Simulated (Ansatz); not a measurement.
## Atom list for Glassy CaAl2Si2O8 (117 atoms)

117 atoms (18 Al, 9 Ca, 72 O, 18 Si) placed at random at 2.71 g/cm³, melted at 4500 K for 20 ps at fixed volume with the Morse and Coulomb pair potential with partial charges (Pedone, Malavasi, Menziani, Cormack and Segre, J. Phys. Chem. B 110, 11780 (2006)). Quenched from 4500 K to 300 K at 20 K/ps and fixed volume, held 5 ps. The density is a measured one.

This is the geometry as built. Method: Kohn-Sham DFT, PBE, PAW (set soft_2), plane waves (Ansatz 0.2.0); cutoff 420 eV, Γ point, fermi-dirac smearing of 0.05 eV; density 2.71 g/cm³.

Cell vectors (Å):

```
11.536 0.000 0.000
0.000 11.536 0.000
0.000 0.000 11.536
```

Positions (Å):

```
1 Al 3.944 0.013 11.030
2 Al 9.718 11.094 1.113
3 Al 6.950 9.898 4.715
4 Al 3.572 2.521 3.199
5 Al 11.166 5.924 3.508
6 Al 9.326 11.323 5.968
7 Al 10.237 7.790 10.370
8 Al 11.493 9.532 7.296
9 Al 5.080 11.412 6.278
10 Al 4.707 7.406 7.860
11 Al 1.136 11.039 4.679
12 Al 10.891 0.990 3.341
13 Al 8.881 2.074 9.112
14 Al 6.436 10.224 8.122
15 Al 1.246 11.039 1.363
16 Al 6.982 0.482 11.266
17 Al 5.783 1.740 9.049
18 Al 3.942 6.953 1.588
19 Ca 2.835 8.388 10.460
20 Ca 4.689 3.776 6.016
21 Ca 2.495 8.739 6.192
22 Ca 11.391 2.067 10.952
23 Ca 8.123 5.644 5.115
24 Ca 1.061 5.270 10.482
25 Ca 7.646 7.514 8.687
26 Ca 3.990 3.558 0.058
27 Ca 10.406 9.095 3.871
28 O 4.598 8.211 0.590
29 O 9.500 9.495 1.790
30 O 8.555 11.148 11.464
31 O 0.105 7.546 11.409
32 O 11.532 7.389 2.527
33 O 3.578 10.991 7.054
34 O 2.251 1.059 8.785
35 O 9.639 5.286 3.023
36 O 2.504 2.901 7.107
37 O 5.701 1.533 5.833
38 O 10.961 5.189 7.350
39 O 2.800 3.128 4.656
40 O 5.015 10.670 4.695
41 O 9.831 0.613 9.337
42 O 6.926 1.227 1.361
43 O 7.768 1.937 3.942
44 O 0.380 9.746 5.569
45 O 0.778 4.823 3.014
46 O 1.602 0.957 5.442
47 O 5.696 5.967 8.001
48 O 3.134 7.512 8.373
49 O 2.479 3.459 9.841
50 O 5.530 10.739 11.494
51 O 9.519 3.015 7.711
52 O 6.491 10.288 6.382
53 O 5.070 3.366 3.221
54 O 7.243 3.530 5.879
55 O 8.192 0.962 6.277
56 O 4.785 1.551 10.428
57 O 6.427 8.133 4.433
58 O 0.321 2.315 2.790
59 O 1.392 9.246 1.158
60 O 9.892 6.093 9.906
61 O 2.623 3.230 1.924
62 O 10.326 9.290 9.462
63 O 6.880 9.084 1.281
64 O 2.587 10.147 4.228
65 O 11.276 0.067 0.551
66 O 8.974 6.853 6.927
67 O 5.613 3.364 8.547
68 O 8.708 9.927 5.142
69 O 11.438 7.831 7.230
70 O 0.283 3.121 6.060
71 O 5.078 5.069 10.362
72 O 8.276 7.089 2.085
73 O 3.305 10.593 9.729
74 O 7.355 1.576 9.862
75 O 9.458 3.314 10.300
76 O 4.000 7.469 3.355
77 O 7.293 11.044 3.318
78 O 10.541 0.421 4.899
79 O 10.835 6.549 5.115
80 O 4.495 7.437 6.012
81 O 5.554 5.733 4.234
82 O 7.137 4.783 2.462
83 O 4.535 10.113 2.270
84 O 2.629 0.192 0.547
85 O 9.349 0.811 2.337
86 O 8.734 7.997 11.266
87 O 3.644 0.844 3.277
88 O 0.502 11.240 2.966
89 O 5.630 0.164 8.308
90 O 5.670 8.740 8.538
91 O 4.724 5.480 1.766
92 O 10.083 10.549 7.372
93 O 2.232 6.847 1.058
94 O 7.539 4.944 9.571
95 O 0.388 3.906 0.704
96 O 8.723 5.145 0.439
97 O 8.030 10.183 8.773
98 O 1.326 10.223 8.118
99 O 0.440 2.944 8.589
100 Si 5.065 7.280 4.514
101 Si 7.279 2.046 5.484
102 Si 1.737 2.554 5.685
103 Si 1.004 3.605 2.101
104 Si 8.947 4.899 10.438
105 Si 8.478 5.494 1.950
106 Si 2.650 11.112 8.388
107 Si 5.623 4.766 2.927
108 Si 7.673 0.963 2.699
109 Si 3.900 10.827 3.523
110 Si 2.079 2.593 8.666
111 Si 5.928 4.821 9.159
112 Si 10.601 6.609 6.702
113 Si 5.421 9.520 1.082
114 Si 9.598 10.580 8.943
115 Si 0.886 7.733 1.261
116 Si 8.327 8.427 1.238
117 Si 10.967 3.529 7.407
```

Q: Give the force and the charge of every atom.

Columns: atom, q, fx, fy, fz (forces in eV/Å, q the Löwdin charge in e).

```
1 1.31 0.934 1.815 -0.491
2 1.30 -0.180 0.278 -0.521
3 1.29 0.015 0.363 -0.758
4 1.34 -0.885 -0.394 0.245
5 1.35 0.330 0.631 -0.255
6 1.35 0.446 -0.775 -1.735
7 1.30 -0.440 0.282 1.900
8 1.30 0.139 0.857 -0.709
9 1.33 1.457 1.237 0.162
10 1.19 1.043 0.478 -1.277
11 1.26 -0.506 0.786 -0.234
12 1.35 -1.158 1.423 -0.731
13 1.36 0.565 0.319 -0.287
14 1.30 0.979 -0.146 -0.492
15 1.31 -0.365 -0.617 -1.224
16 1.36 1.754 -0.685 1.629
17 1.33 0.164 -1.042 -0.258
18 1.35 -1.056 1.144 2.687
19 1.81 0.295 0.813 -0.616
20 1.80 1.156 -0.743 0.345
21 1.85 0.622 0.033 -0.055
22 1.81 -0.494 -0.847 0.318
23 1.79 -0.468 -0.399 0.475
24 1.77 -0.673 -0.421 0.532
25 1.83 0.295 -0.147 -0.058
26 1.79 0.767 -0.259 -0.435
27 1.82 -0.407 0.371 0.528
28 -0.90 -0.686 -0.072 -1.544
29 -0.90 -0.342 -1.720 0.665
30 -0.89 -2.392 0.437 -1.565
31 -0.90 -0.364 -1.369 -2.557
32 -0.89 -0.693 -0.207 1.462
33 -0.85 -1.557 -0.786 0.072
34 -0.80 -0.460 -0.445 0.960
35 -0.88 -0.760 -1.091 0.797
36 -0.85 2.179 0.962 0.778
37 -0.89 -0.783 0.602 -0.041
38 -0.81 1.069 -1.446 0.937
39 -0.89 0.645 1.465 0.062
40 -0.82 -0.395 -0.590 -1.159
41 -0.85 1.057 0.109 0.061
42 -0.83 -1.442 1.397 -2.198
43 -0.79 -0.326 1.936 -0.198
44 -0.99 0.462 -0.944 0.165
45 -0.87 0.909 2.018 2.262
46 -0.83 0.455 1.278 0.570
47 -0.90 0.833 -0.129 -0.440
48 -1.09 -2.264 0.333 1.328
49 -1.00 1.116 2.723 3.434
50 -0.79 -0.400 0.444 -0.621
51 -0.80 -0.964 -0.812 0.094
52 -0.88 -0.129 -0.338 1.476
53 -0.85 -0.141 -2.290 0.840
54 -1.00 -0.196 4.542 0.347
55 -0.84 -0.846 1.668 1.268
56 -0.93 -1.389 -0.734 2.470
57 -0.86 1.120 0.700 -0.177
58 -0.85 -0.483 -0.214 0.144
59 -0.86 0.546 1.378 0.135
60 -0.87 1.314 0.416 -0.970
61 -0.93 -0.079 0.279 -0.944
62 -0.81 2.042 -2.058 0.749
63 -0.77 1.618 -0.624 0.801
64 -0.89 0.163 -0.637 -0.453
65 -0.97 1.126 0.318 -0.499
66 -1.04 0.049 -0.373 -0.218
67 -0.88 -0.220 -0.194 -2.017
68 -0.98 0.552 -1.666 -0.620
69 -0.86 1.396 -0.129 1.595
70 -0.78 -1.662 0.852 -0.706
71 -0.99 -3.215 0.898 4.390
72 -0.81 -0.365 0.089 1.265
73 -0.90 0.730 -2.074 1.246
74 -0.86 -0.161 0.291 -0.300
75 -0.89 0.606 0.874 0.402
76 -0.85 -1.195 0.486 -1.264
77 -0.85 -0.741 -0.213 -0.069
78 -0.88 0.626 0.039 0.185
79 -0.89 0.032 -0.204 -1.917
80 -0.90 -1.122 -0.068 1.070
81 -0.86 0.850 -1.708 2.004
82 -0.80 1.214 -0.699 0.192
83 -0.77 0.244 -0.699 -1.287
84 -0.89 -0.569 0.224 0.704
85 -0.82 0.828 0.341 0.131
86 -0.88 -0.227 0.003 -0.862
87 -0.84 -0.174 -0.119 -0.672
88 -0.88 0.454 -1.216 0.716
89 -0.87 -0.540 1.646 -0.285
90 -0.95 0.259 -1.682 0.183
91 -0.89 0.580 -1.776 -0.779
92 -0.82 0.754 0.364 -0.080
93 -0.90 1.210 -1.352 -1.216
94 -0.83 0.777 0.815 -0.138
95 -1.04 -0.570 0.633 -4.510
96 -0.79 0.025 -0.447 0.700
97 -0.86 -0.077 -0.776 0.627
98 -0.86 -0.071 -0.792 -0.034
99 -0.86 -0.624 0.282 1.195
100 1.67 0.862 1.484 -0.395
101 1.69 -0.803 -3.199 0.445
102 1.74 -0.678 -2.929 0.414
103 1.70 1.139 -2.651 1.212
104 1.73 -0.878 -2.244 -1.554
105 1.78 0.089 0.668 0.288
106 1.74 0.054 -1.143 -2.031
107 1.74 -0.831 2.706 -1.631
108 1.73 1.161 -3.608 1.594
109 1.75 0.463 0.688 2.375
110 1.71 -1.877 0.505 -3.928
111 1.67 2.031 -0.370 -2.207
112 1.67 -2.680 0.131 0.231
113 1.78 -1.331 0.957 -0.059
114 1.75 -3.340 2.412 0.335
115 1.69 0.519 1.472 0.421
116 1.76 1.592 1.977 -1.511
117 1.73 0.963 0.636 -0.827
```

The quench rate of 20 K/ps is many orders above laboratory rates, so the cell is likely richer in defects and strain than a real sample. The force components of 1.2 eV/Å r.m.s. hold both thermal displacement and the mismatch between the potential that made the cell and DFT. The network of bonds at the start is that of the classical potential that made the cell, and needn't be the one that DFT or experiment would give. Only the Γ point is sampled, in a cell whose shortest periodic width is 12 Å. The Löwdin charges lack the electrons that the projection spills, 0.067 e an atom on average.

The r.m.s. force component is 1.20 eV/Å; the longest force, 5.52 eV/Å, acts on O71.

[Logs are printed without paths, hosts, clocks, repeated set-up lines and the standing remarks that a program may print on its own settings, such as how far it seeks lower states.]

[Hosts, paths, dates, database ids (printed as entryN), source tags and the programs' standing remarks are cut or masked in the printed files.]
